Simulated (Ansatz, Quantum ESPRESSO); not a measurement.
# Screening and band shifts of 1T-HfO2, 1 layer, part 3 of 5

How does 1T-HfO2, 1 layer respond to a gate-like field without added charge?

Quantum ESPRESSO 7.5; plane-wave DFT, PBEsol, GBRV ultrasoft pseudopotentials; geometry and cross-check by Ansatz 0.2.0 with PAW datasets.

So far. Step 3 (Self-consistent run: no field): The run needed 11 iterations to bring the estimated error under 1e-09 Ry; the largest force on any atom, held or free, is 0.45 eV/Å. Step 4 (Electrostatic potential): The vacuum is flat to 0.1 meV/Å, so its level is well defined. Inside the slab the curve depends on the local part of the pseudopotentials; only the vacuum level has a meaning of its own.

**5. Band structure: no field**

The density is frozen and the levels are solved along a path.

f0.bands.in

```
&control
  prefix = 'f0.bands'
  outdir = './out'
  pseudo_dir = './pseudo'
  calculation = 'bands'
  tefield = .true.
  dipfield = .true.
/
&system
  ibrav = 0
  nat = 3
  ntyp = 2
  ecutwfc = 40
  ecutrho = 200
  occupations = 'smearing'
  smearing = 'fd'
  degauss = 0.004
  edir = 3
  emaxpos = 0.97
  eopreg = 0.04
  eamp = 0.0
  nbnd = 18
/
&electrons
  conv_thr = 1e-07
  mixing_beta = 0.4
  electron_maxstep = 120
  mixing_mode = 'local-TF'
/
ATOMIC_SPECIES
  O   15.9990  o_pbesol_v1.2.uspp.F.UPF
  Hf  178.4900  hf_pbesol_v1.uspp.F.UPF
CELL_PARAMETERS angstrom
  3.25150210340337 0.00000000000000 0.00000000000000
  -1.62575105170168 2.81588342200585 0.00000000000000
  0.00000000000000 0.00000000000000 19.51859087590000
ATOMIC_POSITIONS crystal
  O   0.666666666667 0.333333333333 0.450298503764
  Hf  -0.000000000000 0.000000000000 0.499999991745
  O   0.333333333333 0.666666666667 0.549701504491
K_POINTS crystal_b
4
  0.0000000000 0.0000000000 0.0000000000 14
  0.5000000000 0.0000000000 0.0000000000 14
  0.3333333333 0.3333333333 0.0000000000 14
  0.0000000000 0.0000000000 0.0000000000 1
```

Launch:

```bash
cp -r out/f0.save out/f0.bands.save
cp out/f0.xml out/f0.bands.xml
OMP_NUM_THREADS=1 mpirun -n 4 pw.x -nk 4 -in f0.bands.in > f0.bands.out
```

Log:

```text
[banner, memory and clock lines left out]
Program PWSCF v.7.5 starts

          URL

     Presently no symmetry can be used with electric field

     Atomic positions and unit cell read from directory:
     ./out/f0.bands.save/

     G-vector sticks info

     bravais-lattice index     =            0
     lattice parameter (alat)  =       6.1444  a.u.
     unit-cell volume          =    1205.9902 (a.u.)^3
     number of atoms/cell      =            3
     number of atomic types    =            2
     number of electrons       =        24.00
     number of Kohn-Sham states=           18
     kinetic-energy cutoff     =      40.0000  Ry
     charge density cutoff     =     200.0000  Ry
     Exchange-correlation= SLA  PW   PSX  PSC
                           (   1   4  10   8   0   0   0)

     celldm(1)=   6.144448  celldm(2)=   0.000000  celldm(3)=   0.000000
     celldm(4)=   0.000000  celldm(5)=   0.000000  celldm(6)=   0.000000

     crystal axes: (cart. coord. in units of alat)
               a(1) = (   1.000000   0.000000   0.000000 )
               a(2) = (  -0.500000   0.866025   0.000000 )
               a(3) = (   0.000000   0.000000   6.002946 )

     reciprocal axes: (cart. coord. in units 2 pi/alat)
               b(1) = (  1.000000  0.577350 -0.000000 )
               b(2) = (  0.000000  1.154701  0.000000 )
               b(3) = (  0.000000 -0.000000  0.166585 )

     PseudoPot. # 1 for O  read from file:
     ./pseudo/o_pbesol_v1.2.uspp.F.UPF
     Pseudo is Ultrasoft + core correction, Zval =  6.0
     Generated by new atomic code, or converted to UPF format
     Using radial grid of  737 points,  5 beta functions with:
                l(1) =   0
                l(2) =   0
                l(3) =   1
                l(4) =   1
                l(5) =   2
     Q(r) pseudized with  8 coefficients,  rinner =    0.900   0.900   0.900
                                                       0.900   0.900

     PseudoPot. # 2 for Hf read from file:
     ./pseudo/hf_pbesol_v1.uspp.F.UPF
     Pseudo is Ultrasoft + core correction, Zval = 12.0
     Generated by new atomic code, or converted to UPF format
     Using radial grid of  921 points,  8 beta functions with:
                l(1) =   0
                l(2) =   0
                l(3) =   0
                l(4) =   1
                l(5) =   1
                l(6) =   2
                l(7) =   2
                l(8) =   3
     Q(r) pseudized with  6 coefficients,  rinner =    1.200   1.200   1.200
                                                       1.200   1.200   1.200
                                                       1.200

     atomic species   valence    mass     pseudopotential
     O                 6.00    15.99900     O ( 1.00)
     Hf               12.00   178.49000     Hf( 1.00)

     No symmetry found

   Cartesian axes

     site n.     atom                  positions (alat units)
         1        O      tau(   1) = (   0.5000000   0.2886751   2.7031175  )
         2        Hf     tau(   2) = (   0.0000000   0.0000000   3.0014728  )
         3        O      tau(   3) = (  -0.0000000   0.5773503   3.2998283  )

     number of k points=    43  Fermi-Dirac smearing, width (Ry)=  0.0040
                       cart. coord. in units 2pi/alat
        k(    1) = (   0.0000000   0.0000000   0.0000000), wk =   0.0465116
        k(    2) = (   0.0357143   0.0206197   0.0000000), wk =   0.0465116
        k(    3) = (   0.0714286   0.0412393   0.0000000), wk =   0.0465116
        k(    4) = (   0.1071429   0.0618590   0.0000000), wk =   0.0465116
        k(    5) = (   0.1428571   0.0824786   0.0000000), wk =   0.0465116
        k(    6) = (   0.1785714   0.1030983   0.0000000), wk =   0.0465116
        k(    7) = (   0.2142857   0.1237179   0.0000000), wk =   0.0465116
        k(    8) = (   0.2500000   0.1443376   0.0000000), wk =   0.0465116
        k(    9) = (   0.2857143   0.1649572   0.0000000), wk =   0.0465116
        k(   10) = (   0.3214286   0.1855769   0.0000000), wk =   0.0465116
        k(   11) = (   0.3571429   0.2061965   0.0000000), wk =   0.0465116
        k(   12) = (   0.3928571   0.2268162   0.0000000), wk =   0.0465116
        k(   13) = (   0.4285714   0.2474358   0.0000000), wk =   0.0465116
        k(   14) = (   0.4642857   0.2680555   0.0000000), wk =   0.0465116
        k(   15) = (   0.5000000   0.2886751   0.0000000), wk =   0.0465116
        k(   16) = (   0.4880952   0.3092948   0.0000000), wk =   0.0465116
        k(   17) = (   0.4761905   0.3299144   0.0000000), wk =   0.0465116
        k(   18) = (   0.4642857   0.3505341   0.0000000), wk =   0.0465116
        k(   19) = (   0.4523810   0.3711537   0.0000000), wk =   0.0465116
        k(   20) = (   0.4404762   0.3917734   0.0000000), wk =   0.0465116
        k(   21) = (   0.4285714   0.4123930   0.0000000), wk =   0.0465116
        k(   22) = (   0.4166667   0.4330127   0.0000000), wk =   0.0465116
        k(   23) = (   0.4047619   0.4536324   0.0000000), wk =   0.0465116
        k(   24) = (   0.3928571   0.4742520   0.0000000), wk =   0.0465116
        k(   25) = (   0.3809524   0.4948717   0.0000000), wk =   0.0465116
        k(   26) = (   0.3690476   0.5154913   0.0000000), wk =   0.0465116
        k(   27) = (   0.3571429   0.5361110   0.0000000), wk =   0.0465116
        k(   28) = (   0.3452381   0.5567306   0.0000000), wk =   0.0465116
        k(   29) = (   0.3333333   0.5773503   0.0000000), wk =   0.0465116
        k(   30) = (   0.3095238   0.5361110   0.0000000), wk =   0.0465116
        k(   31) = (   0.2857143   0.4948717   0.0000000), wk =   0.0465116
        k(   32) = (   0.2619048   0.4536324   0.0000000), wk =   0.0465116
        k(   33) = (   0.2380952   0.4123930   0.0000000), wk =   0.0465116
        k(   34) = (   0.2142857   0.3711537   0.0000000), wk =   0.0465116
        k(   35) = (   0.1904762   0.3299144   0.0000000), wk =   0.0465116
        k(   36) = (   0.1666667   0.2886751   0.0000000), wk =   0.0465116
        k(   37) = (   0.1428571   0.2474358   0.0000000), wk =   0.0465116
        k(   38) = (   0.1190476   0.2061965   0.0000000), wk =   0.0465116
        k(   39) = (   0.0952381   0.1649572   0.0000000), wk =   0.0465116
        k(   40) = (   0.0714286   0.1237179   0.0000000), wk =   0.0465116
        k(   41) = (   0.0476190   0.0824786   0.0000000), wk =   0.0465116
        k(   42) = (   0.0238095   0.0412393   0.0000000), wk =   0.0465116
        k(   43) = (   0.0000000   0.0000000   0.0000000), wk =   0.0465116

     Dense  grid:    57533 G-vectors     FFT dimensions: (  27,  27, 180)

     Smooth grid:    41285 G-vectors     FFT dimensions: (  25,  25, 150)

[...]
3.7916   4.2230

          k = 0.3214 0.1856 0.0000 (  5135 PWs)   bands (ev):

   -64.4763 -33.5039 -33.2500 -33.0307 -20.4959 -19.8455  -8.0893  -7.1372
    -6.9940  -5.9326  -5.3860  -4.5358   0.4960   1.8234   2.1842   3.6812
     4.1868   4.5909

          k = 0.3571 0.2062 0.0000 (  5144 PWs)   bands (ev):

   -64.4729 -33.5739 -33.2339 -33.0447 -20.5237 -19.7435  -8.2815  -7.0534
    -6.8357  -5.8110  -5.4150  -4.6073   0.4707   1.7584   2.3520   3.9998
     4.6235   4.9989

          k = 0.3929 0.2268 0.0000 (  5148 PWs)   bands (ev):

   -64.4701 -33.6316 -33.2202 -33.0562 -20.5675 -19.6358  -8.4597  -6.9945
    -6.6546  -5.7067  -5.4227  -4.6973   0.4435   1.6917   2.4879   4.3660
     5.0939   5.4445

          k = 0.4286 0.2474 0.0000 (  5168 PWs)   bands (ev):

   -64.4680 -33.6746 -33.2098 -33.0650 -20.6074 -19.5464  -8.6001  -6.9577
    -6.4695  -5.6564  -5.4177  -4.7760   0.4176   1.6348   2.5879   4.7568
     5.5819   5.9163

          k = 0.4643 0.2681 0.0000 (  5164 PWs)   bands (ev):

   -64.4667 -33.7011 -33.2032 -33.0704 -20.6342 -19.4884  -8.6892  -6.9385
    -6.3116  -5.6690  -5.4097  -4.8204   0.3985   1.5969   2.6492   5.1128
     6.0380   6.2965

          k = 0.5000 0.2887 0.0000 (  5144 PWs)   bands (ev):

   -64.4662 -33.7100 -33.2009 -33.0721 -20.6435 -19.4683  -8.7196  -6.9326
    -6.2423  -5.6913  -5.4061  -4.8326   0.3915   1.5836   2.6699   5.2809
     6.2428   6.3812

          k = 0.4881 0.3093 0.0000 (  5162 PWs)   bands (ev):

   -64.4662 -33.7086 -33.2008 -33.0752 -20.6384 -19.4724  -8.7103  -6.9405
    -6.2311  -5.6974  -5.4154  -4.8335   0.4000   1.5821   2.6599   5.2853
     6.1751   6.3870

          k = 0.4762 0.3299 0.0000 (  5170 PWs)   bands (ev):

   -64.4660 -33.7041 -33.2003 -33.0843 -20.6231 -19.4846  -8.6825  -6.9625
    -6.1991  -5.7185  -5.4395  -4.8364   0.4246   1.5782   2.6311   5.2981
     6.0628   6.4070

          k = 0.4643 0.3505 0.0000 (  5164 PWs)   bands (ev):

   -64.4658 -33.6966 -33.1994 -33.0993 -20.5981 -19.5045  -8.6367  -6.9944
    -6.1511  -5.7627  -5.4682  -4.8415   0.4619   1.5734   2.5861   5.3189
     5.9546   6.4406

          k = 0.4524 0.3712 0.0000 (  5168 PWs)   bands (ev):

   -64.4655 -33.6862 -33.1982 -33.1196 -20.5641 -19.5317  -8.5733  -7.0316
    -6.0919  -5.8378  -5.4905  -4.8493   0.5069   1.5699   2.5287   5.3469
     5.8579   6.4877

          k = 0.4405 0.3918 0.0000 (  5166 PWs)   bands (ev):

   -64.4651 -33.6730 -33.1967 -33.1447 -20.5220 -19.5656  -8.4933  -7.0704
    -6.0259  -5.9443  -5.5020  -4.8601   0.5533   1.5710   2.4633   5.3806
     5.7739   6.5480

          k = 0.4286 0.4124 0.0000 (  5150 PWs)   bands (ev):

   -64.4647 -33.6571 -33.1950 -33.1740 -20.4728 -19.6053  -8.3977  -7.1081
    -6.0756  -5.9561  -5.5051  -4.8745   0.5947   1.5803   2.3941   5.4182
     5.7026   6.6213

          k = 0.4167 0.4330 0.0000 (  5152 PWs)   bands (ev):

   -64.4642 -33.6388 -33.2066 -33.1933 -20.4180 -19.6499  -8.2882  -7.1433
    -6.2242  -5.8848  -5.5031  -4.8932   0.6257   1.6004   2.3245   5.4574
     5.6440   6.7071

          k = 0.4048 0.4536 0.0000 (  5168 PWs)   bands (ev):

   -64.4637 -33.6181 -33.2419 -33.1914 -20.3589 -19.6984  -8.1663  -7.1748
    -6.3837  -5.8137  -5.4986  -4.9166   0.6434   1.6326   2.2574   5.4955
     5.5979   6.8050

          k = 0.3929 0.4743 0.0000 (  5162 PWs)   bands (ev):

   -64.4632 -33.5953 -33.2788 -33.1896 -20.2972 -19.7497  -8.0343  -7.2021
    -6.5486  -5.7441  -5.4935  -4.9448   0.6481   1.6757   2.1945   5.5299
     5.5648   6.9140

          k = 0.3810 0.4949 0.0000 (  5170 PWs)   bands (ev):

   -64.4628 -33.5706 -33.3165 -33.1879 -20.2345 -19.8026  -7.8946  -7.2249
    -6.7144  -5.6771  -5.4891  -4.9773   0.6425   1.7264   2.1364   5.5443
     5.5581   7.0324

          k = 0.3690 0.5155 0.0000 (  5158 PWs)   bands (ev):

   -64.4624 -33.5441 -33.3540 -33.1864 -20.1726 -19.8561  -7.7503  -7.2433
    -6.8771  -5.6145  -5.4864  -5.0126   0.6311   1.7812   2.0829   5.5364
     5.5780   7.1572

          k = 0.3571 0.5361 0.0000 (  5172 PWs)   bands (ev):

   -64.4621 -33.5162 -33.3906 -33.1853 -20.1130 -19.9088  -7.6049  -7.2576
    -7.0329  -5.5593  -5.4863  -5.0474   0.6182   1.8364   2.0329   5.5399
     5.5876   7.2818

          k = 0.3452 0.5567 0.0000 (  5176 PWs)   bands (ev):

   -64.4619 -33.4871 -33.4252 -33.1845 -20.0576 -19.9598  -7.4638  -7.2679
    -7.1770  -5.5168  -5.4892  -5.0753   0.6081   1.8893   1.9853   5.5530
     5.5858   7.3900

          k = 0.3333 0.5774 0.0000 (  5178 PWs)   bands (ev):

   -64.4618 -33.4571 -33.4571 -33.1843 -20.0080 -20.0078  -7.3632  -7.2748
    -7.2747  -5.4955  -5.4954  -5.0868   0.6042   1.9385   1.9385   5.5720
     5.5720   7.4412

          k = 0.3095 0.5361 0.0000 (  5170 PWs)   bands (ev):

   -64.4621 -33.5101 -33.3956 -33.1854 -20.0917 -19.9315  -7.5515  -7.2807
    -7.0704  -5.5338  -5.5179  -5.0365   0.6237   1.8414   2.0234   5.5045
     5.6016   7.1797

          k = 0.2857 0.4949 0.0000 (  5160 PWs)   bands (ev):

   -64.4632 -33.5451 -33.3341 -33.1889 -20.1534 -19.8939  -7.7077  -7.2824
    -6.8997  -5.6375  -5.5512  -4.9187   0.6859   1.7332   2.0934   5.3770
     5.5424   6.6989

          k = 0.2619 0.4536 0.0000 (  5152 PWs)   bands (ev):

   -64.4650 -33.5585 -33.2767 -33.1930 -20.1879 -19.9020  -7.7873  -7.2901
    -6.8197  -5.7441  -5.5946  -4.7800   0.7861   1.6108   2.1548   5.1781
     5.2819   6.2524

          k = 0.2381 0.4124 0.0000 (  5148 PWs)   bands (ev):

   -64.4677 -33.5489 -33.2386 -33.1845 -20.1925 -19.9584  -7.7882  -7.3167
    -6.8307  -5.8153  -5.6538  -4.6447   0.9088   1.4761   2.2079   4.8521
     4.8987   5.6279

          k = 0.2143 0.3712 0.0000 (  5158 PWs)   bands (ev):

   -64.4711 -33.5163 -33.2392 -33.1449 -20.1666 -20.0613  -7.7174  -7.3721
    -6.9132  -5.8274  -5.7354  -4.5304   1.0338   1.3342   2.2408   4.3863
     4.5429   5.0877

          k = 0.1905 0.3299 0.0000 (  5146 PWs)   bands (ev):

   -64.4751 -33.4624 -33.2544 -33.0990 -20.2046 -20.1118  -7.5942  -7.4564
    -7.0403  -5.8320  -5.7730  -4.4525   1.1389   1.1918   2.2354   3.9571
     4.1395   4.6264

          k = 0.1667 0.2887 0.0000 (  5156 PWs)   bands (ev):

   -64.4795 -33.3908 -33.2738 -33.0570 -20.3787 -20.0326  -7.5590  -7.4604
    -7.1840  -5.9105  -5.6604  -4.4237   1.0562   1.2012   2.1823   3.5905
     3.7349   4.2235

          k = 0.1429 0.2474 0.0000 (  5122 PWs)   bands (ev):

   -64.4842 -33.3063 -33.2947 -33.0206 -20.5711 -19.9352  -7.6656  -7.4233
    -7.2782  -5.9101  -5.5060  -4.4496   0.9356   1.2021   2.0851   3.2901
     3.3666   3.8686

          k = 0.1190 0.2062 0.0000 (  5120 PWs)   bands (ev):

   -64.4887 -33.3158 -33.2154 -32.9902 -20.7682 -19.8279  -7.7642  -7.5451
    -7.2993  -5.7786  -5.3297  -4.5256   0.8364   1.1404   1.9386   3.0466
     3.0568   3.5701

          k = 0.0952 0.1650 0.0000 (  5128 PWs)   bands (ev):

   -64.4929 -33.3354 -33.1255 -32.9660 -20.9554 -19.7204  -7.8470  -7.6839
    -7.3691  -5.5312  -5.1540  -4.6337   0.7627   1.0371   1.7296   2.8116
     2.8481   3.3438

          k = 0.0714 0.1237 0.0000 (  5143 PWs)   bands (ev):

   -64.4965 -33.3522 -33.0446 -32.9475 -21.1189 -19.6227  -7.9102  -7.8066
    -7.4639  -5.2323  -5.0123  -4.7367   0.7148   0.9197   1.4749   2.6222
     2.6887   3.1928

          k = 0.0476 0.0825 0.0000 (  5159 PWs)   bands (ev):

   -64.4993 -33.3651 -32.9802 -32.9346 -21.2459 -19.5445  -7.9532  -7.9028
    -7.5485  -4.9798  -4.9499  -4.7509   0.6889   0.8069   1.2322   2.4827
     2.5696   3.1005

          k = 0.0238 0.0412 0.0000 (  5173 PWs)   bands (ev):

   -64.5010 -33.3732 -32.9387 -32.9270 -21.3265 -19.4940  -7.9777  -7.9643
    -7.6045  -5.0278  -4.7463  -4.6964   0.6779   0.7143   1.0678   2.3963
     2.4955   3.0496

          k = 0.0000 0.0000 0.0000 (  5187 PWs)   bands (ev):

   -64.5016 -33.3760 -32.9245 -32.9245 -21.3542 -19.4766  -7.9855  -7.9855
    -7.6238  -5.0511  -4.6716  -4.6716   0.6751   0.6751   1.0128   2.3670
     2.4703   3.0330

     XML data file, pseudopotentials, collected wavefunctions

                                        0.00s GPU  (     391 calls)
[key lines of the parts left out:]
Dipole field         -0.0000 Ry au,
```

It took 17 s on 4 MPI ranks of Arm Neoverse N1, shared host; peak memory 0.3 GiB.

This step gave:

| Property | Result |
| --- | --- |
| conduction bottom, on the run's zero | 0.3915 eV |

Band numbers count within the set of bands kept for display. Electronic bands along the path, in eV, zero at the highest filled level of the SCF mesh; v1 is the highest filled band, c1 the lowest empty one:

| point | v4 | v3 | v2 | v1 | c1 | c2 | c3 | c4 |
| --- | --- | --- | --- | --- | --- | --- | --- | --- |
| Γ | -3.20 | -0.63 | -0.25 | -0.25 | 5.10 | 5.10 | 5.44 | 6.79 |
| halfway | -2.77 | -1.62 | -0.83 | -0.09 | 4.97 | 6.20 | 6.31 | 7.63 |
| M | -1.82 | -1.27 | -0.98 | -0.41 | 4.82 | 6.01 | 7.09 | 9.70 |
| halfway | -1.80 | -1.46 | -1.08 | -0.47 | 5.05 | 6.02 | 6.75 | 9.88 |
| K | -2.85 | -1.07 | -1.07 | -0.66 | 5.03 | 6.36 | 6.36 | 10.00 |
| halfway | -2.76 | -1.49 | -1.24 | 0.00 | 5.48 | 5.62 | 6.61 | 8.01 |
| Γ | -3.20 | -0.63 | -0.25 | -0.25 | 5.10 | 5.10 | 5.44 | 6.79 |

Along this path the valence top lies between K and Γ and the conduction bottom at M.

**6. Self-consistent run: field 0.1 V/Å**

eamp is the field in Hartree atomic units (1 a.u. = 51.42 V/Å). With dipfield on, it is the field in the vacuum beside an isolated sheet. The run starts from the density of the one before.

f1.in

```
&control
  prefix = 'f1'
  outdir = './out'
  pseudo_dir = './pseudo'
  calculation = 'scf'
  tprnfor = .true.
  tefield = .true.
  dipfield = .true.
/
&system
  ibrav = 0
  nat = 3
  ntyp = 2
  ecutwfc = 40
  ecutrho = 200
  occupations = 'smearing'
  smearing = 'fd'
  degauss = 0.004
  edir = 3
  emaxpos = 0.97
  eopreg = 0.04
  eamp = 0.00194469
/
&electrons
  conv_thr = 1e-09
  mixing_beta = 0.4
  electron_maxstep = 120
  mixing_mode = 'plain'
  startingpot = 'file'
/
ATOMIC_SPECIES
  O   15.9990  o_pbesol_v1.2.uspp.F.UPF
  Hf  178.4900  hf_pbesol_v1.uspp.F.UPF
CELL_PARAMETERS angstrom
  3.25150210340337 0.00000000000000 0.00000000000000
  -1.62575105170168 2.81588342200585 0.00000000000000
  0.00000000000000 0.00000000000000 19.51859087590000
ATOMIC_POSITIONS crystal
  O   0.666666666667 0.333333333333 0.450298503764
  Hf  -0.000000000000 0.000000000000 0.499999991745
  O   0.333333333333 0.666666666667 0.549701504491
K_POINTS automatic
  12 12 1 0 0 0
```

Launch:

```bash
cp -r out/f0.save out/f1.save
OMP_NUM_THREADS=1 mpirun -n 4 pw.x -nk 4 -in f1.in > f1.out
```

Log:

```text
[banner, memory and clock lines left out]
Program PWSCF v.7.5 starts
[...]
number of electrons       =        24.00
     number of Kohn-Sham states=           16
     kinetic-energy cutoff     =      40.0000  Ry
     charge density cutoff     =     200.0000  Ry
[...]
number of k points=    74  Fermi-Dirac smearing, width (Ry)=  0.0040
[...]
Dense  grid:    57533 G-vectors     FFT dimensions: (  27,  27, 180)
[...]
The initial density is read from file :
[...]
negative rho (up, down):  1.092E-01 0.000E+00
[...]
Starting wfcs are   21 randomized atomic wfcs
[...]
negative rho (up, down):  1.092E-01 0.000E+00
[...]
estimated scf accuracy    <       0.00075508 Ry
[...]
negative rho (up, down):  1.092E-01 0.000E+00
[...]
estimated scf accuracy    <       0.00086015 Ry
[...]
negative rho (up, down):  1.092E-01 0.000E+00
[...]
estimated scf accuracy    <       0.00000577 Ry
[...]
negative rho (up, down):  1.092E-01 0.000E+00
[...]
estimated scf accuracy    <       0.00000717 Ry
[...]
negative rho (up, down):  1.092E-01 0.000E+00
[...]
estimated scf accuracy    <       0.00000006 Ry
[...]
negative rho (up, down):  1.092E-01 0.000E+00
[...]
estimated scf accuracy    <       0.00000009 Ry
[...]
negative rho (up, down):  1.092E-01 0.000E+00
[...]
estimated scf accuracy    <          1.7E-09 Ry
[...]
negative rho (up, down):  1.092E-01 0.000E+00
[...]
Computed dipole along edir(3) :
        Dipole                0.0283 Ry au,          0.0718 Debye
        Dipole field          0.0003 Ry au,
        E field amplitude [Ha a.u.]:  1.9447E-03
        Potential amp.        0.1169 Ry
        Total length         35.4094 bohr
[...]
the Fermi energy is    -2.7638 ev
!    total energy              =    -223.43389996 Ry
     estimated scf accuracy    <          2.0E-10 Ry
     smearing contrib. (-TS)   =      -0.00000000 Ry
     internal energy E=F+TS    =    -223.43389996 Ry
[...]
one-electron contribution =   -1021.64073481 Ry
     hartree contribution      =     511.60268196 Ry
     xc contribution           =     -89.74592752 Ry
     ewald contribution        =     376.35018197 Ry
     electric field correction =      -0.00010156 Ry
     convergence has been achieved in   8 iterations
     negative rho (up, down):  1.092E-01 0.000E+00
[...]
Total force =     0.025313     Total SCF correction =     0.000034
[...]
```

The job ended after 45 s (4 MPI ranks; peak memory 0.77 GiB).

Numbers from this step:

| Item | Value |
| --- | --- |
| free energy | -3039.9731 eV |
| Fermi energy | -2.764 eV |
| dipole along the normal | 0.01495 e·Å |
| valence top, on the run's zero | -4.407 eV |
| conduction bottom, on the run's zero | 0.4076 eV |

The dipole goes from -0.0000 to 0.0149 e Å, 0.1495 e Å per V/Å.

**7. Potential by pp.x**

f1.pot.in

```
&inputpp
  prefix = 'f1'
  outdir = './out'
  filplot = 'f1.pot.dat'
  plot_num = 11
/
```

Launch:

```bash
OMP_NUM_THREADS=1 mpirun -n 4 pp.x -in f1.pot.in > f1.pot.out
```

It took 1.3 s on 4 MPI ranks; peak memory 0.13 GiB.

Read from the output:

- slope of the potential above: 0.1000 eV/Å
- upper vacuum line continued to the top atoms, over the valence top: 7.902 eV
- slope of the potential below: 0.1000 eV/Å
- lower vacuum line continued to the bottom atoms, over the valence top: 8.003 eV

The slope in the vacuum is 0.100 eV/Å for an applied 0.10 V/Å, as it should be.

(Part 3 of 5 ends here.)

[Logs are printed without paths, hosts, clocks, repeated set-up lines and the standing remarks that a program may print on its own settings, such as how far it seeks lower states.]

[Hosts, paths, dates, database ids (printed as entryN), source tags and the programs' standing remarks are cut or masked in the printed files.]

[Maps of the electrostatic potential energy from Ansatz leave out the sawtooth potential of an applied field or a dipole correction, so their vacuum need not be flat; planar profiles and work functions include it.]
